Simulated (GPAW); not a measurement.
## Dielectric function and optical constants of TiO2 (Rutile)

Aim: the dielectric function of TiO2 (Rutile), and the optical constants that follow from it.

Method: DFT, PBE, plane-wave PAW (GPAW data sets), scalar-relativistic, RPA, optical limit, in GPAW 26.7.0.

### Step 1. Set-up

Symmetry: P4_2/mnm, No. 136, tetragonal system. Conventional cell: a = 4.592 Å, b = 4.592 Å, c = 2.957 Å, α = 90.00°, β = 90.00°, γ = 90.00°. Ti has 6 O at 1.95 to 1.98 Å nearest. Nearest to O lie 3 Ti at 1.95 to 1.98 Å. Farther neighbours and most contacts between anions are not listed.

Structure file:

```cif
data_structure
_symmetry_space_group_name_H-M 'P4_2/mnm'
_symmetry_Int_Tables_number 136
_cell_length_a 4.5922
_cell_length_b 4.5922
_cell_length_c 2.9574
_cell_angle_alpha 90.000
_cell_angle_beta 90.000
_cell_angle_gamma 90.000
_cell_volume 62.37
loop_
_atom_site_label
_atom_site_type_symbol
_atom_site_symmetry_multiplicity
_atom_site_Wyckoff_symbol
_atom_site_fract_x
_atom_site_fract_y
_atom_site_fract_z
_atom_site_occupancy
Ti1 Ti 2 a 0.50000 0.50000 0.50000 1
O1 O 4 f 0.80496 0.19504 0.50000 1
```

### Step 2. Ground state

First the ground state: is it a metal or has it a gap?

This step: DFT, PBE, plane-wave PAW (GPAW data sets), scalar-relativistic, ground state (GPAW 26.7.0).

gs.py reads:

```python
from ase import Atoms
from ase.dft.bandgap import bandgap
from gpaw import GPAW, PW, FermiDirac

atoms = Atoms(['Ti', 'Ti', 'O', 'O', 'O', 'O'],
              cell=[[4.592200000000, 0.000000000000, 0.000000000000],
                    [0.000000000000, 4.592200000000, 0.000000000000],
                    [0.000000000000, 0.000000000000, 2.957400000000]],
              scaled_positions=[[0.500000000000, 0.500000000000, 0.500000000000],
                                [0.000000000000, 0.000000000000, 0.000000000000],
                                [0.804960000000, 0.195040000000, 0.500000000000],
                                [0.695040000000, 0.695040000000, 0.000000000000],
                                [0.195040000000, 0.804960000000, 0.500000000000],
                                [0.304960000000, 0.304960000000, 0.000000000000]],
              pbc=[True, True, True])
atoms.calc = GPAW(mode=PW(500), xc='PBE', kpts={'size': (5, 5, 8), 'gamma': True},
                  occupations=FermiDirac(0.05), maxiter=150, txt='gs.txt')
print('energy (eV)', atoms.get_potential_energy())
print('Fermi level (eV)', atoms.calc.get_fermi_level())
print('valence electrons', atoms.calc.get_number_of_electrons())
print('gap (eV)', bandgap(atoms.calc, output=None)[0])
print('direct gap (eV)', bandgap(atoms.calc, direct=True, output=None)[0])
atoms.calc.write('gs.gpw')
```

Launch:

```sh
$ OMP_NUM_THREADS=1 python gs.py
```

Numbers of over 12 decimals in the logs are rounded to 6 here.

Log:

```text
__  _  _
 | _ |_)|_||  |
 |__||  | ||/\| - 26.7.0

Versions:
  Python: 3.12.14
  ASE:    3.29.0
  Numpy:  2.5.5
  Scipy:  1.18.1
  Libxc:  7.0.0

Input parameters:
  mode=PW(ecut=500.0),
  kpts=MonkhorstPack(size=(5, 5, 8), gamma=True),
  maxiter=150,
  occupations=Occupations(name='fermi-dirac', width=0.05, fixmagmom=False),
  xc=XC(name='PBE')

Diagonalizing LCAO Hamiltonian
Converting LCAO to pw mode
    .----------.
   /|          |
  / |          |
 *  | O Ti     |
 |  .-----O----.
 | /       O  /
 |/  O       /
 Ti---------*

Atoms  # Å, Bohr magnetons
|   | symbol |        x |        y |        z |    initial magnetic moments |
| 0 |     Ti | 2.296100 | 2.296100 | 1.478700 | ( 0.0000,  0.0000,  0.0000) |
| 1 |     Ti | 0.000000 | 0.000000 | 0.000000 | ( 0.0000,  0.0000,  0.0000) |
| 2 |      O | 3.696537 | 0.895663 | 1.478700 | ( 0.0000,  0.0000,  0.0000) |
| 3 |      O | 3.191763 | 3.191763 | 0.000000 | ( 0.0000,  0.0000,  0.0000) |
| 4 |      O | 0.895663 | 3.696537 | 1.478700 | ( 0.0000,  0.0000,  0.0000) |
| 5 |      O | 1.400437 | 1.400437 | 0.000000 | ( 0.0000,  0.0000,  0.0000) |

Unit cell  # Å
| periodic |        x |        y |        z |  lengths |    angles |
|      yes | 4.592200 | 0.000000 | 0.000000 | 4.592200 | 90.000000 |
|      yes | 0.000000 | 4.592200 | 0.000000 | 4.592200 | 90.000000 |
|      yes | 0.000000 | 0.000000 | 2.957400 | 2.957400 | 90.000000 |

Number of symmetries: 8
Symmetry operations  # r_c * U_cc + t_c -> r_c
|   | kind |            matrix            |
| 0 |  E   |  1, 0, 0,  0, 1, 0,  0, 0, 1 |
| 1 |  σ   |  1, 0, 0,  0, 1, 0,  0, 0,-1 |
| 2 |  σ   |  0, 1, 0,  1, 0, 0,  0, 0, 1 |
| 3 |  C2  |  0, 1, 0,  1, 0, 0,  0, 0,-1 |
| 4 |  σ   |  0,-1, 0, -1, 0, 0,  0, 0, 1 |
| 5 |  C2  |  0,-1, 0, -1, 0, 0,  0, 0,-1 |
| 6 |  C2  | -1, 0, 0,  0,-1, 0,  0, 0, 1 |
| 7 |  i   | -1, 0, 0,  0,-1, 0,  0, 0,-1 |

BZ-sampling:
  Number of BZ points: 200
  Number of IBZ points: 45

  Monkhorst-Pack size: [5, 5, 8]
  Monkhorst-Pack shift: [0.0, 0.0, 0.0625]

K-points  # in reciprocal-cell coordinates
|     |                                coordinates |     weight |
|   0 | (  0.00000000,   0.00000000,   0.00000000) | 0.00500000 |
|   1 | (  0.00000000,   0.00000000,   0.12500000) | 0.01000000 |
|   2 | (  0.00000000,   0.00000000,   0.25000000) | 0.01000000 |
|   3 | (  0.00000000,   0.00000000,   0.37500000) | 0.01000000 |
|   4 | (  0.00000000,   0.00000000,   0.50000000) | 0.00500000 |
|   5 | (  0.20000000,  -0.20000000,   0.00000000) | 0.01000000 |
|   6 | (  0.20000000,  -0.20000000,   0.12500000) | 0.02000000 |
|   7 | (  0.20000000,  -0.20000000,   0.25000000) | 0.02000000 |
|   8 | (  0.20000000,  -0.20000000,   0.37500000) | 0.02000000 |
|   9 | (  0.20000000,  -0.20000000,   0.50000000) | 0.01000000 |
| ... |                                            |            |
|  44 | (  0.40000000,   0.40000000,   0.50000000) | 0.01000000 |

Plane wave coefficients: 1598
Cutoff: 500.0 eV

Spin-components: 1 (collinear spins)
Bands:           33
Projectors:      32
Spin-degeneracy: 2
Datatype:        complex128

Parallelization:
  kpt:    1
  domain: 1
  band:   1

Density:
  Valence electrons: 48.0
  Components: 1
  Grid points: [24 24 16]
  Charge: 0.0  # |e|

Potential:
  Grid points: [24 24 16]

species:
  Ti:
    name:    Titanium
    id:
    Z:       22.0
    valence: 12
    core:    10
    charge:  0.0  # [|e|]
    compensation charges:
      type: gauss
      rc: 0.38  # [Å]
      lmax: 2
    cutoffs:
      filter: 2.23  # [Å]
      core: 1.02  # [Å]
    projectors
    | kind |    occ | energy [eV] | rcut [Å] |
    |   3s |  2.000 |     -62.623 |    1.270 |
    |   4s |  2.000 |      -4.466 |    1.270 |
    |   3p |  6.000 |     -38.862 |    1.058 |
    |   4p |  0.000 |      -1.466 |    1.058 |
    |   3d |  2.000 |      -4.258 |    1.058 |
    |    d |        |      22.953 |    1.058 |

    Using partial waves for Ti as LCAO basis

  O:
    name:    Oxygen
    id:
    Z:       8.0
    valence: 6
    core:    2
    charge:  0.0  # [|e|]
    compensation charges:
      type: gauss
      rc: 0.21  # [Å]
      lmax: 2
    cutoffs:
      filter: 1.17  # [Å]
      core: 0.83  # [Å]
    projectors
    | kind |    occ | energy [eV] | rcut [Å] |
    |   2s |  2.000 |     -23.961 |    0.688 |
    |   2p |  4.000 |      -9.029 |    0.598 |
    |    s |        |       3.251 |    0.688 |
    |    p |        |      18.182 |    0.598 |
    |    d |        |       0.000 |    0.619 |

    Using partial waves for O as LCAO basis

Reference energy: -54611.437768  # eV

eigensolver:
  PPCG
  Converge bands: occupied
  niter=2

density mixing:
  MSR1-Mixer
  Pratt-step length: 0.05
  Maximum mixing coefficient: 0.75
  Old densities: 10
  SVD Regularization: 0.005
  Good broyden scale: 1.0
  Trust region scale: 1.0
  Backstep threshold: 4.0
  History deletion threshold: 6.0
  Fourier metric: weight=20.0, sigma=0.015

occupation numbers:
  Fermi-Dirac:
    width: 0.0500  # eV

poisson solver:
  ecut: 4000.0  # eV

xc functional:
  name: PBE with 2 nearest neighbor stencil

convergence criteria:
- Maximum [total energy] change in last 3 cyles: 0.0005 eV / valence electron
- Maximum integral of absolute [dens]ity change: 0.0001 electrons / valence electron
- Maximum integral of absolute [eigenst]ate change: 4e-08 eV^2 / valence electron
maximum number of iterations: 150

SCF iterations
|iter     |      energy | eigst |  dens |
|iter:   1||  -59.208971 | -0.35 |       |
|iter:   2||  -56.326387 | -1.48 | -0.79 |
|iter:   3||  -50.970027 | +0.09 | -0.85 |
|iter:   4||  -50.454720 | -0.98 | -1.31 |
|iter:   5||  -50.425879 | -1.85 | -1.57 |
|iter:   6||  -50.417068 | -3.16 | -2.02 |
|iter:   7||  -50.416444c| -3.79 | -2.73 |
|iter:   8||  -50.416488c| -5.03 | -3.31 |
|iter:   9||  -50.416444c| -5.47 | -3.45 |
|iter:  10||  -50.416447c| -6.77 | -4.03c|
|iter:  11||  -50.416447c| -7.33 | -4.50c|
|iter:  12||  -50.416447c| -7.65c| -4.90c|

Converged in 12 steps
SCF loop duration: 28.850 s (2.404 s/step)
Energy contributions relative to reference atoms: (reference = -54611.437768)

Energy contributions:
  Kinetic:          50.442298
  Coulomb:         -57.755230
  Zero:              0.451155
  External:          0.000000
  Xc:              -43.554670
  Entropy:          -0.000000
  Spinorbit:         0.000000
  ----------------------------
  Free energy:     -50.416447
  Extrapolated:    -50.416447

dipole moment: (-14.810615, -14.810615, -26.170882)  # |e|*Ang

Fermi level: 6.572
Eigenvalues  # (at kpt = [0.000, 0.000, 0.000])
| band index |      eig [eV] | occ [0-2] |
|          0 |       -51.189 |     2.000 |
|        ... |               |           |
|         16 |         1.840 |     2.000 |
|         17 |         3.114 |     2.000 |
|         18 |         3.114 |     2.000 |
|         19 |         3.676 |     2.000 |
|         20 |         4.985 |     2.000 |
|         21 |         5.244 |     2.000 |
|         22 |         5.244 |     2.000 |
|         23 |         5.683 |     2.000 |
|         24 |         7.570 |     0.000 |
|         25 |         7.875 |     0.000 |
|         26 |         8.103 |     0.000 |
|         27 |         8.193 |     0.000 |
|         28 |         8.193 |     0.000 |
|         29 |        10.080 |     0.000 |
|         30 |        10.268 |     0.000 |
|         31 |        12.335 |     0.000 |
|         32 |        13.480 |     0.000 |

Gap: 1.886 eV
Transition (v -> c):
  (s=0, k=0, n=23, [0.00, 0.00, 0.00]) -> (s=0, k=0, n=24, [0.00, 0.00, 0.00])
No difference between direct/indirect transitions

--- standard output ---
energy (eV) -50.416447
Fermi level (eV) 6.572497
valence electrons 48.0
gap (eV) 1.886423
direct gap (eV) 1.886423
```

It took 34 s on 1 thread of Intel Xeon Platinum 8375C at 2.90GHz (Ice Lake), shared host; peak memory 0.2 GiB.

This step gave:

* energy: -50.4164 eV
* Fermi energy: 6.572 eV
* gap on the k-mesh: 1.886 eV
* direct gap on the mesh: 1.886 eV
* electrons: 48

There is a gap, 1.89 eV on this mesh (points off the mesh can give less), so no carriers' term is needed.

### Step 3. Bands for the response

At the fixed density, many empty bands are solved on the mesh of the response, since the spectrum sums over them.

This step: DFT, PBE, plane-wave PAW (GPAW data sets), scalar-relativistic, bands at fixed density (GPAW 26.7.0).

nscf.py reads:

```python
from ase.dft.bandgap import bandgap
from gpaw import GPAW, FermiDirac

calc = GPAW('gs.gpw').fixed_density(kpts={'size': (6, 6, 10), 'gamma': True}, nbands=60, convergence={'bands': 54},
                                    occupations=FermiDirac(0.001), txt='nscf.txt')
print('gap (eV)', bandgap(calc, output=None)[0])
print('direct gap (eV)', bandgap(calc, direct=True, output=None)[0])
print('top band over the Fermi level (eV)', min(calc.get_eigenvalues(kpt=k)[53] for k in range(len(calc.get_ibz_k_points()))) - calc.get_fermi_level())
calc.write('full.gpw', mode='all')
```

Launch:

```sh
$ OMP_NUM_THREADS=1 python nscf.py
```

Log:

```text
Diagonalizing LCAO Hamiltonian
Converting LCAO to pw mode
convergence criteria:
- Maximum integral of absolute [eigenst]ate change: 4e-08 eV^2 / valence electron
maximum number of iterations: 150

SCF iterations
|iter     |      energy | eigst |  dens |
|iter:   1||             | +2.69 |       |
|iter:   2||             | +1.54 |       |
|iter:   3||             | +0.24 |       |
|iter:   4||             | -0.98 |       |
|iter:   5||             | -2.04 |       |
|iter:   6||             | -3.10 |       |
|iter:   7||             | -4.12 |       |
|iter:   8||             | -5.19 |       |
|iter:   9||             | -6.22 |       |
|iter:  10||             | -7.14 |       |
|iter:  11||             | -7.86c|       |
SCF steps: 11
  __  _  _
 | _ |_)|_||  |
 |__||  | ||/\| - 26.7.0

Versions:
  Python: 3.12.14
  ASE:    3.29.0
  Numpy:  2.5.5
  Scipy:  1.18.1
  Libxc:  7.0.0

Input parameters:
  mode=PW(ecut=500.0),
  convergence={'bands': 54},
  gpts=array([24, 24, 16]),
  kpts=MonkhorstPack(size=(6, 6, 10), gamma=True),
  maxiter=150,
  nbands=60,
  occupations=Occupations(name='fermi-dirac', width=0.001, fixmagmom=False),
  parallel={},
  xc=XC(name='PBE')

--- standard output ---
gap (eV) 1.886423
direct gap (eV) 1.886423
top band over the Fermi level (eV) 25.292348
```

Wall time 83 s (1 thread); peak memory 0.32 GiB.

(Part 1 of 2 ends here.)

[Machine, clock and banner lines and Python warnings are left out of the logs.]

[Logs are printed without paths, hosts, clocks, repeated set-up lines and the standing remarks that a program may print on its own settings, such as how far it seeks lower states.]

[Hosts, paths, dates, database ids (printed as entryN), source tags and the programs' standing remarks are cut or masked in the printed files.]
